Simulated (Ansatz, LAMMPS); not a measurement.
# Amorphous 50SiO2-50GeO2 (mol %) (96 atoms): geometry optimisation

How does amorphous 50SiO2-50GeO2 (mol %) (96 atoms) relax, and what do bonds, charges and levels look like afterwards?

Calculated with Ansatz 0.2.0; Kohn-Sham DFT, PBE, PAW (set soft_2), plane waves.

This is a report of a sequence of runs, with most program output left out.

## 1. The starting structure

The cell holds 96 atoms: 16 Si, 16 Ge and 64 O. Its edges and angles: a = 11.415 Å, b = 11.415 Å, c = 11.415 Å, α = 90.0°, β = 90.0°, γ = 90.0°. 96 atoms (16 Si, 16 Ge, 64 O) placed at random at 2.94 g/cm³, melted at 5000 K for 10 ps at fixed volume with the Morse and Coulomb pair potential with partial charges (Pedone, Malavasi, Menziani, Cormack and Segre, J. Phys. Chem. B 110, 11780 (2006)). Quenched from 5000 K to 300 K at 50 K/ps and fixed volume, held 5 ps, then minimised at fixed cell.

Before any run, some limits are plain. The quench rate of 50 K/ps far exceeds what a furnace or splat quench reaches, so expect more defects and frozen-in strain than in a real sample. The network of bonds at the start is that of the classical potential that made the cell. Sampling is at Γ alone, for a cell whose shortest periodic width is 11 Å.

## 2. The classical run that made the cell

A classical potential supplies the starting structure, since it reaches far longer times than DFT.

This step: classical MD, Morse and Coulomb pair potential with partial charges (Pedone, Malavasi, Menziani, Cormack and Segre, J. Phys. Chem. B 110, 11780 (2006)) (LAMMPS 22 Jul 2025 - Update 4).

File in.lmp:

```
# melt-quench of Si16Ge16O64
units metal
atom_style charge
boundary p p p
region box block 0 11.4145 0 11.4145 0 11.4145
create_box 3 box
mass 1 28.0850   # Si
mass 2 72.6300   # Ge
mass 3 15.9990   # O
create_atoms 1 random 16 39565 NULL overlap 1.5 maxtry 2000
create_atoms 2 random 16 39572 NULL overlap 1.5 maxtry 2000
create_atoms 3 random 64 39579 NULL overlap 1.5 maxtry 2000
pair_style hybrid/overlay pedone 5.5 coul/long 8.0
pair_coeff * * coul/long
pair_coeff 1 3 pedone 0.340554 2.006700 2.100000 1   # Si-O
pair_coeff 2 3 pedone 0.158118 2.294230 2.261313 5   # Ge-O
pair_coeff 3 3 pedone 0.042395 1.379316 3.618701 22   # O-O
set type 1 charge 2.4
set type 2 charge 2.4
set type 3 charge -1.2
kspace_style pppm 1.0e-4
neigh_modify delay 0 every 1 check yes
thermo_style custom step time temp pe press density
thermo_modify norm yes
timestep 0.002
thermo 100
min_style cg
minimize 1e-4 1e-4 200 2000
reset_timestep 0
velocity all create 5000 39566 mom yes dist gaussian
fix lim all nve/limit 0.05
fix lan all langevin 5000 5000 0.2 39567 zero yes
thermo 500
run 1000 post no
# [... 10 lines left out ...]
thermo 1250
fix md all nvt temp 300 300 0.2
run 2500 post no
unfix md
thermo 100
min_style cg
minimize 0 1e-3 2000 20000
write_dump all custom glass.dump id type xs ys zs modify sort id
```

The run is started by

```sh
$ lmp -in in.lmp -log none -nocite
```

The job ended after 19 s (1 thread of Arm Neoverse V2, shared host; peak memory 0.072 GiB).

## 3. Single point at the start

A single point comes first, to see the forces before anything moves.

File input.yaml:

```yaml
crystal:
  lattice:
    - [11.4145, 0.0, 0.0]
    - [0.0, 11.4145, 0.0]
    - [0.0, 0.0, 11.4145]
  atoms:
    - { symbol: Si, position: [0.49962, 0.22648, 0.65695] }
    - { symbol: Si, position: [0.46747, 0.15052, 0.9124] }
    - { symbol: Si, position: [0.82518, 0.11087, 0.70457] }
    - { symbol: Si, position: [0.21719, 0.97138, 0.22053] }
    - { symbol: Si, position: [0.71258, 0.88121, 0.73457] }
    - { symbol: Si, position: [0.07932, 0.84512, 0.43162] }
    - { symbol: Si, position: [0.44667, 0.61621, 0.35808] }
    - { symbol: Si, position: [0.8068, 0.31227, 0.89741] }
    - { symbol: Si, position: [0.09478, 0.77724, 0.98578] }
    - { symbol: Si, position: [0.03797, 0.37127, 0.00115] }
    - { symbol: Si, position: [0.72309, 0.71407, 0.13801] }
    - { symbol: Si, position: [0.61276, 0.46768, 0.761] }
    - { symbol: Si, position: [0.07749, 0.4471, 0.63838] }
    - { symbol: Si, position: [0.86098, 0.32817, 0.53227] }
    - { symbol: Si, position: [0.85321, 0.90357, 0.97679] }
    - { symbol: Si, position: [0.52561, 0.52693, 0.10388] }
    - { symbol: Ge, position: [0.08159, 0.96483, 0.6852] }
    - { symbol: Ge, position: [0.68223, 0.52634, 0.50089] }
    - { symbol: Ge, position: [0.21124, 0.2047, 0.63538] }
    - { symbol: Ge, position: [0.06419, 0.22985, 0.37428] }
    - { symbol: Ge, position: [0.55755, 0.16108, 0.38108] }
    - { symbol: Ge, position: [0.64716, 0.26185, 0.11819] }
    - { symbol: Ge, position: [0.8103, 0.78068, 0.49645] }
    - { symbol: Ge, position: [0.30648, 0.24314, 0.26594] }
    - { symbol: Ge, position: [0.16566, 0.57935, 0.41016] }
    - { symbol: Ge, position: [0.57681, 0.86358, 0.34745] }
    - { symbol: Ge, position: [0.99736, 0.10349, 0.12002] }
    - { symbol: Ge, position: [0.1825, 0.68765, 0.76181] }
    - { symbol: Ge, position: [0.32083, 0.3724, 0.99748] }
    - { symbol: Ge, position: [0.48011, 0.71567, 0.81678] }
    - { symbol: Ge, position: [0.35689, 0.89572, 0.00617] }
    - { symbol: Ge, position: [0.98354, 0.59876, 0.17481] }
    - { symbol: O, position: [0.7768, 0.63738, 0.46684] }
    - { symbol: O, position: [0.78531, 0.80902, 0.05569] }
    - { symbol: O, position: [0.00207, 0.13851, 0.26908] }
    - { symbol: O, position: [0.17447, 0.39354, 0.97121] }
    - { symbol: O, position: [0.56277, 0.18762, 0.53349] }
    - { symbol: O, position: [0.58851, 0.40156, 0.12596] }
    - { symbol: O, position: [0.8361, 0.6385, 0.18665] }
    - { symbol: O, position: [0.93966, 0.41373, 0.61971] }
    - { symbol: O, position: [0.12503, 0.82601, 0.72931] }
    - { symbol: O, position: [0.7707, 0.28216, 0.03251] }
    - { symbol: O, position: [0.1185, 0.56681, 0.69838] }
    - { symbol: O, position: [0.83667, 0.20724, 0.6013] }
    - { symbol: O, position: [0.14111, 0.18824, 0.5] }
    - { symbol: O, position: [0.12779, 0.47225, 0.5066] }
    - { symbol: O, position: [0.64478, 0.20439, 0.25899] }
    - { symbol: O, position: [0.03093, 0.23624, 0.05502] }
    - { symbol: O, position: [0.06813, 0.57671, 0.29619] }
    - { symbol: O, position: [0.94707, 0.03352, 0.71232] }
    - { symbol: O, position: [0.94606, 0.30122, 0.42689] }
    - { symbol: O, position: [0.77338, 0.90732, 0.8613] }
    - { symbol: O, position: [0.2639, 0.0966, 0.26594] }
    - { symbol: O, position: [0.13733, 0.71993, 0.46476] }
    - { symbol: O, position: [0.41491, 0.4907, 0.01911] }
    - { symbol: O, position: [0.12633, 0.67016, 0.90118] }
    - { symbol: O, position: [0.7984, 0.80652, 0.64648] }
    - { symbol: O, position: [0.33614, 0.69794, 0.75911] }
    - { symbol: O, position: [0.14899, 0.89578, 0.31825] }
    - { symbol: O, position: [0.8071, 0.19364, 0.81898] }
    - { symbol: O, position: [0.56176, 0.18305, 0.016] }
    - { symbol: O, position: [0.68882, 0.8544, 0.44837] }
    - { symbol: O, position: [0.54135, 0.01071, 0.35276] }
    - { symbol: O, position: [0.54019, 0.35759, 0.70057] }
    - { symbol: O, position: [0.58868, 0.8098, 0.75297] }
    - { symbol: O, position: [0.17806, 0.07836, 0.71069] }
    - { symbol: O, position: [0.98146, 0.85092, 0.94474] }
    - { symbol: O, position: [0.32986, 0.30002, 0.13093] }
    - { symbol: O, position: [0.17644, 0.30521, 0.30695] }
    - { symbol: O, position: [0.40357, 0.02974, 0.95109] }
    - { symbol: O, position: [0.64876, 0.79259, 0.23101] }
    - { symbol: O, position: [0.31474, 0.58006, 0.38747] }
    - { symbol: O, position: [0.11774, 0.00974, 0.12377] }
    - { symbol: O, position: [0.38046, 0.26446, 0.91] }
    - { symbol: O, position: [0.14338, 0.33087, 0.68478] }
    - { symbol: O, position: [0.67048, 0.52994, 0.65023] }
    - { symbol: O, position: [0.99687, 0.47288, 0.09119] }
    - { symbol: O, position: [0.47143, 0.75683, 0.37499] }
    [... 12 atom lines left out ...]
    - { symbol: O, position: [0.70762, 0.40205, 0.84518] }
    - { symbol: O, position: [0.4321, 0.24009, 0.34455] }
    - { symbol: O, position: [0.47078, 0.57715, 0.22432] }
    - { symbol: O, position: [0.93782, 0.81925, 0.42627] }
    - { symbol: O, position: [0.53898, 0.57493, 0.81771] }
    - { symbol: O, position: [0.63033, 0.62243, 0.07726] }
kpoints:
  mp_grid: { grid: [1, 1, 1] }
hamiltonian:
  xc: pbe
scf:
  occupations: { method: fermi_dirac, width: 0.025 }
output:
  forces: true
```

The run is started by

```sh
$ ansatz run input.yaml --threads 4 --pin off --max-ram 8192MiB --backend cpu --events-out ev --progress --plain --runs-dir out
```

The job ended after 14 s (4 threads of Arm Neoverse V2, shared host; peak memory 2 GiB).

Numbers from this run:

```yaml
free_energy: -115244.8136 eV
free_energy_per_atom: -1200.4668 eV/atom
scf_cycles: 9
r_m_s_force_component: 0.7501 eV/Å
longest_force: 2.465 eV/Å
fermi_energy: 3.514 eV
```

The r.m.s. force component of 0.75 eV/Å sets the starting point.

Length of the force by element:

| element | coordination | atoms | mean length of the force (eV/Å) | spread | least | most |
| --- | --- | --- | --- | --- | --- | --- |
| Ge | all | 16 | 1.36 | 0.360 | 0.538 | 1.97 |
| O | all | 64 | 1.12 | 0.465 | 0.207 | 2.45 |
| Si | all | 16 | 1.41 | 0.549 | 0.423 | 2.46 |

## 4. Cell and atoms relaxed

The cell is relaxed with the atoms, since the starting lattice needn't suit this functional.

input.yaml: that of step 3 with these lines changed.

```diff
@@ -15 +15,5 @@
   forces: true
+relax:
+  f_tol: 0.04
+  max_steps: 250
+  cell: {}
```

Elapsed: 3.5 min, on 4 threads; peak memory 2 GiB.

Step by step:

| step | energy less that of the first step (eV) | largest force component (eV/Å) | pressure (GPa) | volume (Å³) |
| --- | --- | --- | --- | --- |
| 1 | 0.0000 | 2.4162 | 2.50 | 1487.20 |
| 2 | -3.1258 | 1.4122 | 1.34 | 1483.18 |
| 3 | -6.2569 | 0.5906 | -0.30 | 1450.64 |
| 4 | -6.8788 | 0.2519 | -0.12 | 1435.03 |
| 5 | -7.1494 | 0.1526 | -0.05 | 1426.51 |
| 6 | -7.3061 | 0.1375 | 0.01 | 1417.79 |
| 7 | -7.4033 | 0.2228 | 0.00 | 1412.51 |
| 8 | -7.4642 | 0.3070 | -0.22 | 1407.54 |
| 9 | -7.5521 | 0.0572 | -0.03 | 1405.55 |
| 10 | -7.5629 | 0.0213 | 0.00 | 1404.57 |
| 11* | -7.4134 | 0.0209 | -0.24 | 1404.57 |
| 12 | -7.4458 | 0.0365 | 0.04 | 1397.28 |
| 13 | -7.4450 | 0.0079 | 0.00 | 1397.92 |
| 14* | -7.4249 | 0.0080 | -0.02 | 1397.92 |

Relaxation steps marked * repeat the geometry before them on a plane-wave basis chosen anew for their cell, so energy and pressure can jump there.

| cell as run | before | after | change |
| --- | --- | --- | --- |
| a (Å) | 11.415 | 10.980 | -3.8 % |
| b (Å) | 11.415 | 11.078 | -2.9 % |
| c (Å) | 11.415 | 11.503 | +0.8 % |
| α (°) | 90.00 | 91.47 | +1.6 % |
| β (°) | 90.00 | 90.98 | +1.1 % |
| γ (°) | 90.00 | 91.61 | +1.8 % |
| volume (Å³/atom) | 15.49 | 14.56 | -6.0 % |

The atoms that moved most (Å, as changes of fractional coordinates times the final cell):

| atom | dx | dy | dz | length |
| --- | --- | --- | --- | --- |
| O93 | 0.626 | -0.262 | 0.485 | 0.834 |
| O83 | -0.330 | -0.016 | 0.674 | 0.751 |
| O68 | -0.006 | -0.647 | -0.141 | 0.662 |
| O80 | 0.538 | 0.218 | -0.156 | 0.601 |
| O55 | -0.214 | 0.075 | 0.541 | 0.586 |
| O85 | -0.036 | 0.313 | -0.466 | 0.563 |
| O70 | -0.386 | 0.059 | -0.405 | 0.562 |
| O43 | -0.267 | 0.363 | -0.324 | 0.555 |

The relaxation changed the energy by -77.3 meV/atom, and atoms moved by 0.33 Å r.m.s., 0.83 Å at most.

## 5. Distances and neighbours after relaxation

Bonds before and after, by the cutoffs listed below:

| pair | bonds before | bonds after | mean before (Å) | mean after (Å) | spread before (Å) | spread after (Å) |
| --- | --- | --- | --- | --- | --- | --- |
| O-Ge | 64 | 64 | 1.734 | 1.768 | 0.021 | 0.018 |
| O-Si | 64 | 64 | 1.626 | 1.636 | 0.019 | 0.015 |

Density 3.13 g/cm³, 14.56 Å³ an atom.

g(r), total and by pair (bins of 0.2 Å):

| r (Å) | total | O-O | O-Ge | O-Si | Ge-Ge | Ge-Si | Si-Si |
| --- | --- | --- | --- | --- | --- | --- | --- |
| 1.60 | 2.90 | 0.00 | 0.00 | 13.05 | 0.00 | 0.00 | 0.00 |
| 1.80 | 2.47 | 0.00 | 11.13 | 0.00 | 0.00 | 0.00 | 0.00 |
| 2.00 | 0.00 | 0.00 | 0.00 | 0.00 | 0.00 | 0.00 | 0.00 |
| 2.20 | 0.00 | 0.00 | 0.00 | 0.00 | 0.00 | 0.00 | 0.00 |
| 2.40 | 0.02 | 0.04 | 0.00 | 0.00 | 0.00 | 0.00 | 0.00 |
| 2.60 | 1.13 | 2.55 | 0.00 | 0.00 | 0.00 | 0.00 | 0.00 |
| 2.80 | 1.47 | 3.19 | 0.07 | 0.00 | 0.00 | 0.28 | 0.53 |
| 3.00 | 1.34 | 2.10 | 0.30 | 0.41 | 0.97 | 3.32 | 1.48 |
| 3.20 | 0.79 | 0.53 | 0.38 | 0.37 | 3.00 | 3.38 | 4.36 |
| 3.40 | 0.68 | 0.58 | 0.79 | 0.64 | 1.92 | 0.97 | 0.00 |
| 3.60 | 0.80 | 0.58 | 1.13 | 1.30 | 0.00 | 0.00 | 0.00 |
| 3.80 | 0.87 | 0.54 | 1.21 | 1.54 | 0.00 | 0.15 | 0.30 |
| 4.00 | 1.06 | 0.54 | 1.63 | 1.82 | 1.09 | 0.27 | 0.28 |
| 4.20 | 1.17 | 0.55 | 1.84 | 1.73 | 0.99 | 1.23 | 1.23 |
| 4.40 | 1.20 | 1.00 | 1.44 | 1.46 | 0.68 | 1.23 | 0.90 |
| 4.60 | 0.95 | 0.99 | 1.05 | 0.67 | 0.83 | 1.53 | 0.83 |
| 4.80 | 1.01 | 1.25 | 0.76 | 0.47 | 1.91 | 1.22 | 2.12 |
| 5.00 | 0.95 | 1.25 | 0.63 | 0.65 | 0.87 | 0.86 | 1.19 |
| 5.20 | 1.11 | 1.44 | 0.78 | 0.76 | 1.11 | 1.22 | 1.28 |
| 5.40 | 1.21 | 1.48 | 0.84 | 1.00 | 1.34 | 1.50 | 1.04 |

Bonds by pair of elements; cutoffs follow the first minimum of g(r), held within bounds set by covalent radii, and pairs that aren't listed don't count as bonded:

| pair A-B | cutoff (Å) | bonds | mean length (Å) | spread (Å) | shortest (Å) | B about A | A about B |
| --- | --- | --- | --- | --- | --- | --- | --- |
| O-Ge | 2.17 | 64 | 1.77 | 0.018 | 1.73 | 1 | 4 |
| O-Si | 2.08 | 64 | 1.64 | 0.015 | 1.60 | 1 | 4 |

How many atoms have how many bonded neighbours:

| element | mean | 2 | 4 |
| --- | --- | --- | --- |
| Ge | 4 | 0 | 16 |
| O | 2 | 64 | 0 |
| Si | 4 | 0 | 16 |

Bond angles, per cent of each kind in bins of 5°:

| angle (°) | O-Ge-O | O-Si-O | Ge-O-Si | Ge-O-Ge | Si-O-Si |
| --- | --- | --- | --- | --- | --- |
| 90–95 | 1.0 | 0.0 | 0.0 | 0.0 | 0.0 |
| 95–100 | 4.2 | 1.0 | 0.0 | 0.0 | 0.0 |
| 100–105 | 16.7 | 14.6 | 0.0 | 0.0 | 0.0 |
| 105–110 | 32.3 | 36.5 | 0.0 | 0.0 | 0.0 |
| 110–115 | 29.2 | 42.7 | 2.8 | 7.1 | 0.0 |
| 115–120 | 13.5 | 5.2 | 5.6 | 7.1 | 0.0 |
| 120–125 | 2.1 | 0.0 | 11.1 | 7.1 | 14.3 |
| 125–130 | 0.0 | 0.0 | 16.7 | 28.6 | 0.0 |
| 130–135 | 1.0 | 0.0 | 13.9 | 14.3 | 7.1 |
| 135–140 | 0.0 | 0.0 | 11.1 | 7.1 | 14.3 |
| 140–145 | 0.0 | 0.0 | 13.9 | 7.1 | 0.0 |
| 145–150 | 0.0 | 0.0 | 8.3 | 14.3 | 14.3 |
| 150–155 | 0.0 | 0.0 | 5.6 | 7.1 | 35.7 |
| 155–160 | 0.0 | 0.0 | 5.6 | 0.0 | 0.0 |
| 160–165 | 0.0 | 0.0 | 2.8 | 0.0 | 7.1 |
| 165–170 | 0.0 | 0.0 | 0.0 | 0.0 | 7.1 |
| 170–175 | 0.0 | 0.0 | 2.8 | 0.0 | 0.0 |

Bond angles (no mean is given where the spread exceeds 20°):

| angle | count | mean (°) | spread (°) |
| --- | --- | --- | --- |
| O-Ge-O | 96 | 109 | 5.9 |
| O-Si-O | 96 | 110 | 3.9 |
| Ge-O-Si | 36 | 137 | 13.5 |
| Ge-O-Ge | 14 | 132 | 11 |
| Si-O-Si | 14 | 145 | 12.6 |

Oxygen atoms by the number of network formers (Si, P, Ge, B, Al, As, Ga) bound to them:

| network formers bound to O | O atoms | per cent |
| --- | --- | --- |
| 0 | 0 | 0 |
| 1 | 0 | 0 |
| 2 | 64 | 100 |

Network units: each former by its oxygen neighbours and how many of them bridge to another former:

| former | O neighbours | bridging O | atoms |
| --- | --- | --- | --- |
| Si | 4 | 4 | 16 |
| Ge | 4 | 4 | 16 |

Rings of the network by King's shortest-path rule, up to 12 atoms, one path for each pair of neighbours; H, halogens, alkali and alkaline-earth atoms are left out, and the last column divides by all other atoms, bonded or not:

| ring size (atoms) | rings | per network atom |
| --- | --- | --- |
| 8 | 7 | 0.073 |
| 10 | 14 | 0.146 |
| 12 | 13 | 0.135 |

With the cutoffs above, all Ge atoms have 4, all O atoms have 2 and all Si atoms have 4 bonded neighbours. The O-Ge-O angle averages 109° with a spread of 6°. 100 % of the oxygens bridge two formers (Si and Ge) and 0 % are non-bridging. The commonest Ge unit has 4 oxygens, 4 of them shared with other formers (16 of 16 atoms). Rings of 10 atoms are the most common (41 % of those counted); sizes run from 8 to 12, where the search stops.

(Continued in part 2 of 3.)

[Logs are printed without paths, hosts, clocks, repeated set-up lines and the standing remarks that a program may print on its own settings, such as how far it seeks lower states.]

[Hosts, paths, dates, database ids (printed as entryN), source tags and the programs' standing remarks are cut or masked in the printed files.]
